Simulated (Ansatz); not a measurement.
## Sensitivity of the G0W0 gap of RbSb4F13 (I4/m)

A base run on RbSb4F13 (I4/m), then changed inputs.

Program: Ansatz 0.2.0. Level of theory: G0W0 on PBE, plane waves, PAW; PAW set soft_1. Results are calculated unless marked as measured.

## (1) The starting structure

The structure is tetragonal, space group I4/m (No. 87). The conventional cell has a = 9.635 Å, b = 9.635 Å, c = 6.563 Å, α = 90.00°, β = 90.00°, γ = 90.00°. Rb has 10 F at 2.92 to 3.28 Å nearest. Nearest to Sb lie 3 F at 1.97 to 2.00 Å. F has 4 Sb at 2.67 Å and 8 F at 2.71 Å and 2 Rb at 3.28 Å nearest. Nearest to F lie 1 Sb at 2.00 Å. Nearest to F lie 2 Sb at 1.97 to 2.90 Å and 1 Rb at 2.92 Å. Farther neighbours and most contacts between anions are not listed.

Geometry: measured cell, ions relaxed with PBE. The runs that relaxed it are not among those shown. Spin-orbit coupling is left out unless a step names it.

## (2) The base run: 2×2×2 mesh, 476 empty bands, screening to 78 eV, PAW set soft_1 files

Now the one-shot GW correction: screening in the RPA, then the self-energy of the levels asked for. This step takes PAW set soft_1 files.

Contents of input.yaml:

```yaml
crystal:
  lattice:
    - [-4.8175, 4.8175, 3.2815]
    - [4.8175, -4.8175, 3.2815]
    - [4.8175, 4.8175, -3.2815]
  atoms:
    - { symbol: Rb, position: [0.5, 0.5, 0.0] }
    - { symbol: Sb, position: [0.0063970689, 0.2770921314, 0.2834892002] }
    - { symbol: Sb, position: [0.2770921314, 0.9936029311, 0.2706950625] }
    - { symbol: Sb, position: [0.9936029311, 0.7229078686, 0.7165107998] }
    - { symbol: Sb, position: [0.7229078686, 0.0063970689, 0.7293049375] }
    - { symbol: F, position: [0.0, 0.0, 0.0] }
    - { symbol: F, position: [0.5614796371, 0.8766087358, 0.4380883729] }
    - { symbol: F, position: [0.8766087358, 0.4385203629, 0.3151290987] }
    - { symbol: F, position: [0.4385203629, 0.1233912642, 0.5619116271] }
    - { symbol: F, position: [0.1233912642, 0.5614796371, 0.6848709013] }
    - { symbol: F, position: [0.4300990428, 0.3344864191, 0.3207384218] }
    - { symbol: F, position: [0.3344864191, 0.0137479972, 0.9043873762] }
    - { symbol: F, position: [0.0137479972, 0.109360621, 0.6792615782] }
    - { symbol: F, position: [0.109360621, 0.4300990428, 0.0956126238] }
    - { symbol: F, position: [0.5699009572, 0.6655135809, 0.6792615782] }
    - { symbol: F, position: [0.6655135809, 0.9862520028, 0.0956126238] }
    - { symbol: F, position: [0.9862520028, 0.890639379, 0.3207384218] }
    - { symbol: F, position: [0.890639379, 0.5699009572, 0.9043873762] }
kpoints:
  mp_grid: { grid: [2, 2, 2] }
hamiltonian:
  xc: pbe
  pseudopotentials: { kind: paw, azcp: { folder: soft_1 } }
scf:
  occupations: { method: fixed }
gw:
  n_empty_bands: 476
  ecut_chi: 78
  qp_bands: [v4, c4]
  qp_kpoints: band_edges
  screening: { model: contour_deformation }
```

On the command line:

```console
ansatz run input.yaml --threads 2 --pin off --max-ram 92160MiB --backend cuda --events-out ev --progress --plain --runs-dir out --devices 1 --max-vram 13GiB
```

Numbers of over 12 decimals in the logs are rounded to 6 here.

The program printed:

```text
GPUs: using 1 of 1 available (devices: 1).
Engine: ansatz 0.2.0, x86_64-unknown-linux-gnu
Pseudopotentials: kind: paw
Pseudopotential: Rb, paw, valence charge 9, recommended cutoff 420 eV (normal), soft_1/Rb.paw.azcp
Pseudopotential: Sb, paw, valence charge 15, recommended cutoff 420 eV (normal), soft_1/Sb.paw.azcp
Pseudopotential: F, paw, valence charge 7, recommended cutoff 420 eV (normal), soft_1/F.paw.azcp
Functional definition: PBE
  parameter kappa = 0.804
  parameter beta = 0.066725
  exchange = pbe_x(kappa = kappa, mu = beta*pi^2/3)
  correlation = pbe_c(beta = beta)
device memory: the entry about to start is reckoned to put 3.5 GiB on a device that reports 55.7 GiB free (of which the cap on the GPU budget leaves the run 13.0 GiB)
GPU FFT provider: cuFFT
GPU libraries: cuBLAS 13.8.2, cuFFT 12.4.0, cuSOLVER 12.3.4
Crystal: 18 atoms, lattice volume = 304.632 Å³
Basis set: ecut = 420 eV, 5959 PW (Γ)
Bands: 98, of which v1, the nominal top of the filled ones, is band 80 counted from 1 (79 counted from 0)
Symmetry: 8 space group operations
Space group: I4/m (ITA 87), of the structure as read, at distance tolerance 6.7e-5 Å
k-points: 4 of 8
Non-local potential: Rb, projectors of the file, l = 0: 3, l = 1: 2, l = 2: 2
Non-local potential: Sb, projectors of the file, l = 0: 2, l = 1: 2, l = 2: 2, l = 3: 1
Non-local potential: F, projectors of the file, l = 0: 2, l = 1: 2, l = 2: 1
PAW form: soft (Blöchl's): semilocal exchange-correlation on the pseudo side does not see the compensation charge
PAW one-centre angular grid: Rb, 110 points (default); XC on 64 Gauss nodes
PAW one-centre angular grid: Sb, 590 points (default); XC on 64 Gauss nodes
PAW one-centre angular grid: F, 110 points (default); XC on 64 Gauss nodes
Initial density: superposition of atomic densities (chi_scale 0.1, normalization cell, long waves kept (reshape's long-wave potential 0.05 eV rms))
Initial wavefunctions: pseudopotential atomic-orbital guess
GPU buffer pool allocated for 157464 grid points (all kernels)
GPU transforms: local potential and band sums: pruned to the plane-wave sphere, on 54×54×54
Functional: x = pbe(κ = 0.804, μ = 0.219515), c = pbe(β = 0.066725)
SCF iter   1: F=—  HF=-39728.615665 eV  |F-HF|=—  |Δ(HF+E_count)|=         —  Δρ=9.60e-2  dr2=2.49e1  ethr=3.10e-3  ⟨swp⟩=4.5  Hψ=1416  notcnv=0  defer=55
preconditioner: auto → Resta (q_TF=auto, 2.451 Å⁻¹)  ε∞=3.9  [insulator: Δε(μ)=4.123 eV  Ē_g=13.476 eV  n_scr=70 (ndim 8)  ℏωp=23.1 eV  f_vac=0.078  ε∞_Penn≈3.9]
SCF iter   2: F=—  HF=-39721.692976 eV  |F-HF|=—  |Δ(HF+E_count)|=    6.92e0  Δρ=3.65e-2  dr2=4.15e0  ethr=3.10e-3  ⟨swp⟩=3.0  Hψ=830  notcnv=0  defer=44
SCF iter   3: F=—  HF=-39720.741676 eV  |F-HF|=—  |Δ(HF+E_count)|=   9.51e-1  Δρ=1.54e-2  dr2=1.27e0  ethr=2.59e-3  ⟨swp⟩=2.8  Hψ=675  notcnv=0  defer=54
[...]
device memory: the entry about to start is reckoned to put 1.4 GiB on a device that reports 60.6 GiB free (of which the cap on the GPU budget leaves the run 13.0 GiB)
NSCF: frozen V_eff on 1 k-points
device memory: the entry about to start is reckoned to put 1.4 GiB on a device that reports 60.6 GiB free (of which the cap on the GPU budget leaves the run 13.0 GiB)
NSCF: frozen V_eff on 1 k-points
SCF converged after 11 iterations
Free energy (F): -39720.303151 eV
Harris-Foulkes:  -39720.303151 eV  (|F-HF|=1.76e-8)
Internal energy: -39720.303151 eV  (E = F + TS)
E sigma→0 (E₀):  -39720.303151 eV
Fermi energy:    2.873572 eV
--- Per-component energies (eV) ---
  E_band       = -1504.887562
  E_kinetic    = 3390.629930
  E_local      = -16330.669556  (includes V_loc(G=0)·N_el)
  E_nonlocal   = 2870.138733
  E_hartree    = 6362.632414
  E_xc         = -1521.830124
  E_vxc        = -1776.303652  (∫ρ·V_xc dr)
  E_paw        = -23443.395626  (= ΣΔE_a)
  E_vpaw       = -2383.948961  (= ΣTr[D̂ρ^β])
  E_aug_tail   = 0.009679  (compensation charges beyond the density's cutoff)
  E_ewald      = -11047.818601
  E_smearing   = -0.000000  (= −TS)
  E_closure    = -0.000000  (closes the sum)
  Σ components = -39720.303151   (vs F -39720.303151, Δ=0.00e0)
--- Band table (eV) ---
  k-point 0: bands = [... 76 lower, 2.3646, 2.5840, 2.8073, 2.8073, 7.9607, 8.5321, 8.5420, 8.5420, ... 14 higher]
  k-point 1: bands = [... 76 lower, 2.3564, 2.5776, 2.6714, 2.8736, 8.1311, 8.1988, 8.3821, 8.4111, ... 14 higher]
  k-point 2: bands = [... 76 lower, 2.3094, 2.6516, 2.7901, 2.8224, 7.7608, 7.9238, 8.3493, 8.5284, ... 14 higher]
  k-point 3: bands = [... 76 lower, 2.5019, 2.7296, 2.7296, 2.8097, 7.8602, 7.8801, 7.9044, 8.8310, ... 14 higher]
--- G₀W₀: contour deformation, 5 samples at zero and on the imaginary axis and 1 off it, 8 q-points, 476 empty bands' worth ---
  eigenvalues of the whole cell's RPA ε∞ on this k-mesh (on a slab, of 1 + 4πα/V) = 2.3953, 2.6410, 2.6410; static W/v taken at q = 0 is 0.392460
  gw.qp_kpoints: band_edges: 4 of 4 stored k-points solved, in 1 pass; an edge of the gap read off the rows below is read off those points alone
    ik  band        ε_KS         Σx   Σc(E_QP)       V_xc       Z   E_QP_lin       E_QP  E_QP is
     0    77      2.3646   -31.7464     6.6282   -23.6896  0.7299     0.8904     0.9360  root
     0    78      2.5840   -24.8073     3.1456   -20.3079  0.7937     1.2069     1.2303  root
     0    79      2.8073   -25.2019     3.2219   -20.6918  0.7915     1.4985     1.5192  root
     0    80      2.8073   -25.2019     3.2219   -20.6918  0.7915     1.4985     1.5192  root
     0    81      7.9607   -12.3425    -2.7404   -16.4500  0.8240     9.3461     9.3279  root
     0    82      8.5321    -9.3190    -3.3961   -14.1405  0.8289     9.9809     9.9575  root
     0    83      8.5420   -10.0718    -3.2055   -14.6938  0.8267     9.9810     9.9583  root
     0    84      8.5420   -10.0718    -3.2055   -14.6938  0.8267     9.9810     9.9583  root
[...]
3    81      7.8602   -10.6716    -3.0285   -15.0070  0.8319     9.1833     9.1671  root
     3    82      7.8801   -10.6877    -2.9056   -14.9115  0.8282     9.2157     9.1984  root
     3    83      7.9044    -9.5595    -3.0921   -13.8677  0.8347     9.1345     9.1204  root
     3    84      8.8310   -10.5589    -3.2308   -15.2813  0.8221    10.3495    10.3226  root
```

It took 11 s on 1 × NVIDIA H100 80GB HBM3 (shared by 6 runs) with 2 threads of AMD EPYC 7R13 (Zen 3), shared host; peak memory 1.5 GiB; 9.6 s of CPU time.

This step gave:

* bands summed: 556
* RPA ε∞ on this mesh (eigenvalues): 2.395, 2.641, 2.641
* plane waves in the screening matrix: 473
* q-points in the mesh: 8
* G0W0 gap on the mesh: 7.427 eV
* k of the valence top: 0, 0, -0.5
* k of the conduction bottom: 0, -0.5, 0
* starting gap on the mesh: 4.887 eV
* Z at the valence top: 0.7933
* Z at the conduction bottom: 0.8351
* least direct G0W0 gap on the computed points: 7.484 eV

The gap on the mesh goes from 4.89 eV to 7.43 eV, a correction of +2.54 eV. Between the two edge states, bare exchange in place of the xc potential would open the gap by 8.85 eV, and correlation takes back 6.31 eV.

## (3) Variant: wavefunction cutoff

Edit input.yaml of step 2 so:

```diff
@@ -32,4 +32,4 @@
 gw:
-  n_empty_bands: 476
-  ecut_chi: 78
+  n_empty_bands: 691
+  ecut_chi: 100
   qp_bands: [v4, c4]
@@ -37 +37,3 @@
   screening: { model: contour_deformation }
+basis:
+  ecutwfc: 350
```

The program printed:

```text
Warning: basis.ecutwfc = 350 eV is below the records' recommended 420 eV, and the density's cutoff is lower with it unless basis.ecutrho_ratio is high enough to keep the records' density cutoff: compare with a run at a higher cutoff
GPUs: using 1 of 1 available (devices: 1).
[...]
GPU FFT provider: cuFFT
GPU libraries: cuBLAS 13.8.2, cuFFT 12.4.0, cuSOLVER 12.3.4
Crystal: 18 atoms, lattice volume = 304.632 Å³
Basis set: ecut = 350 eV, 4535 PW (Γ)
Bands: 98, of which v1, the nominal top of the filled ones, is band 80 counted from 1 (79 counted from 0)
[... 1 set-up line as in the run before ...]
[...]
k-points: 4 of 8
[...]
GPU buffer pool allocated for 110592 grid points (all kernels)
[...]
SCF iter   1: F=—  HF=-39727.854783 eV  |F-HF|=—  |Δ(HF+E_count)|=         —  Δρ=9.84e-2  dr2=2.54e1  ethr=3.10e-3  ⟨swp⟩=4.0  Hψ=1409  notcnv=0  defer=49
[...]
SCF iter  11: F=-39719.363335 eV  HF=-39719.363335 eV  |F-HF|=4.03e-8  |Δ(HF+E_count)|=   9.11e-7  Δρ=3.35e-6  dr2=4.36e-8  ethr=6.25e-11  ⟨swp⟩=12.8  Hψ=2127  notcnv=0
SCF 1 converged in 11 iterations: F = -39719.363335 eV  dr2 = 4.36e-8
[...]
NSCF: frozen V_eff on 4 k-points
[...]
G₀W₀ screening: q 1/4
[... further progress lines ...]
[...]
SCF converged after 11 iterations
Free energy (F): -39719.363335 eV
[...]
Internal energy: -39719.363335 eV  (E = F + TS)
E sigma→0 (E₀):  -39719.363335 eV
Fermi energy:    2.866993 eV
[...]
--- Band table (eV) ---
  k-point 0: bands = [... 76 lower, 2.3618, 2.5778, 2.8016, 2.8016, 7.9520, 8.5271, 8.5359, 8.5359, ... 14 higher]
  k-point 1: bands = [... 76 lower, 2.3561, 2.5733, 2.6654, 2.8670, 8.1262, 8.1922, 8.3746, 8.4041, ... 14 higher]
  k-point 2: bands = [... 76 lower, 2.3062, 2.6456, 2.7843, 2.8155, 7.7550, 7.9161, 8.3429, 8.5205, ... 14 higher]
  k-point 3: bands = [... 76 lower, 2.4964, 2.7229, 2.7229, 2.8024, 7.8537, 7.8735, 7.8985, 8.8243, ... 14 higher]
[...]
bands read: the sum over 771 bands ends inside a degenerate multiplet in 1 slot, whose members it reads at an even weight; the widest, k=3: bands 771 to 772 (counted from 1) at 1/2 each
[...]
0    77      2.3618   -31.7338     6.6298   -23.6638  0.7281     0.8756     0.9216  root
     0    78      2.5778   -24.8025     3.0957   -20.2976  0.7914     1.1432     1.1687  root
     0    79      2.8016   -25.1989     3.1725   -20.6809  0.7892     1.4336     1.4562  root
     0    80      2.8016   -25.1989     3.1725   -20.6809  0.7892     1.4336     1.4562  root
     0    81      7.9520   -12.3286    -2.8025   -16.4355  0.8224     9.2727     9.2564  root
     0    82      8.5271    -9.3124    -3.4791   -14.1337  0.8278     9.8898     9.8693  root
     0    83      8.5359   -10.0629    -3.2793   -14.6842  0.8255     9.8979     9.8779  root
     0    84      8.5359   -10.0629    -3.2793   -14.6842  0.8255     9.8979     9.8779  root
[...]
3    81      7.8537   -10.6619    -3.0977   -14.9967  0.8306     9.1052     9.0909  root
     3    82      7.8735   -10.6783    -2.9662   -14.9009  0.8269     9.1454     9.1299  root
     3    83      7.8985    -9.5517    -3.1615   -13.8602  0.8337     9.0579     9.0455  root
     3    84      8.8243   -10.5482    -3.3085   -15.2700  0.8208    10.2614    10.2376  root
```

Elapsed: 15 s, on 1 × NVIDIA H100 80GB HBM3 (shared by 6 runs) with 2 threads; peak memory 1.7 GiB.

The G0W0 gap on the mesh is 7.418 eV.

Against the base:

| setting | base | variant |
| --- | --- | --- |
| empty bands | 476 | 691 |
| screening cutoff (eV) | 78 | 100 |
| typed cutoff | - | 350 |

| quantity | variant | base |
| --- | --- | --- |
| starting gap on the mesh | 4.888 | 4.887 |
| G0W0 gap on the mesh | 7.418 | 7.427 |
| least direct G0W0 gap on the computed points | 7.474 | 7.484 |
| Z at the valence top | 0.791 | 0.793 |
| Z at the conduction bottom | 0.834 | 0.835 |

## (4) Variant: other PAW set

This step: G0W0 on PBE, plane waves, PAW.

Edit input.yaml of step 3 so:

```diff
@@ -28,3 +28,3 @@
   xc: pbe
-  pseudopotentials: { kind: paw, azcp: { folder: soft_1 } }
+  pseudopotentials: { kind: paw, source: ansatz }
 scf:
@@ -37,3 +37 @@
   screening: { model: contour_deformation }
-basis:
-  ecutwfc: 350
```

The program printed:

```text
GPUs: using 1 of 1 available (devices: 1).
[...]
GPU FFT provider: cuFFT
GPU libraries: cuBLAS 13.8.2, cuFFT 12.4.0, cuSOLVER 12.3.4
Crystal: 18 atoms, lattice volume = 304.632 Å³
Basis set: ecut = 1050 eV, 23433 PW (Γ)
Bands: 111, of which v1, the nominal top of the filled ones, is band 92 counted from 1 (91 counted from 0)
[... 1 set-up line as in the run before ...]
[...]
k-points: 4 of 8
[...]
GPU buffer pool allocated for 512000 grid points (all kernels)
[...]
SCF iter   1: F=—  HF=-50839.357628 eV  |F-HF|=—  |Δ(HF+E_count)|=         —  Δρ=1.31e-1  dr2=4.70e1  ethr=3.10e-3  ⟨swp⟩=5.8  Hψ=1762  notcnv=0  defer=55
[...]
SCF iter  12: F=-50822.908676 eV  HF=-50822.908676 eV  |F-HF|=1.02e-8  |Δ(HF+E_count)|=   1.32e-7  Δρ=3.98e-6  dr2=3.27e-8  ethr=5.43e-11  ⟨swp⟩=16.5  Hψ=2590  notcnv=0
SCF 1 converged in 12 iterations: F = -50822.908676 eV  dr2 = 3.27e-8
[...]
G₀W₀ screening: q 1/4
[... further progress lines ...]
[...]
SCF converged after 12 iterations
Free energy (F): -50822.908676 eV
[...]
Internal energy: -50822.908676 eV  (E = F + TS)
E sigma→0 (E₀):  -50822.908676 eV
Fermi energy:    3.448645 eV
[...]
--- Band table (eV) ---
  k-point 0: bands = [... 88 lower, 2.9405, 3.1596, 3.3833, 3.3833, 8.5374, 9.1102, 9.1188, 9.1188, ... 15 higher]
  k-point 1: bands = [... 88 lower, 2.9323, 3.1540, 3.2480, 3.4486, 8.7085, 8.7753, 8.9589, 8.9874, ... 15 higher]
  k-point 2: bands = [... 88 lower, 2.8854, 3.2281, 3.3661, 3.3978, 8.3372, 8.5003, 8.9261, 9.1052, ... 15 higher]
  k-point 3: bands = [... 88 lower, 3.0785, 3.3055, 3.3055, 3.3856, 8.4369, 8.4567, 8.4815, 9.4086, ... 15 higher]
[...]
0    89      2.9405   -31.7431     6.6149   -23.6818  0.7281     1.4476     1.4942  root
     0    90      3.1596   -24.7944     3.0702   -20.2936  0.7914     1.7027     1.7291  root
     0    91      3.3833   -25.1891     3.1462   -20.6776  0.7892     1.9946     2.0180  root
     0    92      3.3833   -25.1891     3.1462   -20.6776  0.7892     1.9946     2.0180  root
     0    93      8.5374   -12.3147    -2.8197   -16.4177  0.8224     9.8365     9.8207  root
     0    94      9.1102    -9.3011    -3.4972   -14.1208  0.8277    10.4526    10.4327  root
     0    95      9.1188   -10.0495    -3.2958   -14.6681  0.8255    10.4611    10.4416  root
     0    96      9.1188   -10.0495    -3.2958   -14.6681  0.8255    10.4611    10.4416  root
[...]
3    93      8.4369   -10.6430    -3.1142   -14.9741  0.8306     9.6675     9.6537  root
     3    94      8.4567   -10.6640    -2.9815   -14.8835  0.8268     9.7097     9.6947  root
     3    95      8.4815    -9.5352    -3.1778   -13.8404  0.8336     9.6209     9.6089  root
     3    96      9.4086   -10.5396    -3.3262   -15.2593  0.8208    10.8251    10.8021  root
```

Run time: 36 s. Hardware: 1 × NVIDIA H100 80GB HBM3 (shared by 6 runs) with 2 threads; peak memory 3.5 GiB; 42 s of CPU time.

The G0W0 gap on the mesh is 7.420 eV.

Against the base:

| setting | base | variant |
| --- | --- | --- |
| files | PAW set soft_1 | hard PAW |
| empty bands | 476 | 691 |
| screening cutoff (eV) | 78 | 100 |

| quantity | variant | base |
| --- | --- | --- |
| starting gap on the mesh | 4.889 | 4.887 |
| G0W0 gap on the mesh | 7.420 | 7.427 |
| least direct G0W0 gap on the computed points | 7.476 | 7.484 |
| Z at the valence top | 0.791 | 0.793 |
| Z at the conduction bottom | 0.834 | 0.835 |

## (5) Summary of results

- base: 7.43 eV, 11 s
- wavefunction cutoff: 7.42 eV, 15 s
- other PAW set: 7.42 eV, 36 s

Wavefunction cutoff: the gap moves by −0.01 eV (the plane-wave cutoff goes from 420 to 350 eV). The variant differs from the base in empty bands, screening cutoff and typed cutoff together, so the change can't be laid to one of them. Other PAW set: the gap moves by −0.01 eV and the time by a factor of 3.4 (the plane-wave cutoff goes from 420 to 1050 eV). The variant differs from the base in files, empty bands and screening cutoff together, so the change can't be laid to one of them. All runs here use a coarse mesh and modest cutoffs; they test settings and are not final values. The 2×2×2 mesh is coarse for this cell (its supercell is 15 Å along the shortest edge). The RPA ε∞ on it, from the PBE start, is 2.40 and 2.64; such meshes misread the long-range screening, most where the gap is narrow. The many-body steps are scalar-relativistic: spin-orbit coupling is not in them.

[Paths, hosts, dates, memory and timing lines, banners, echoed tables and standing remarks are left out of the program output.]

[Logs are printed without paths, hosts, clocks, repeated set-up lines and the standing remarks that a program may print on its own settings, such as how far it seeks lower states.]

[Runs of the session that timed out or met a known fault of the program may be left out.]

[Cells called generated may have been cut or substituted from an entry of the Crystallography Open Database or the Materials Project.]

[Hosts, paths, dates, database ids (printed as entryN), source tags and the programs' standing remarks are cut or masked in the printed files.]
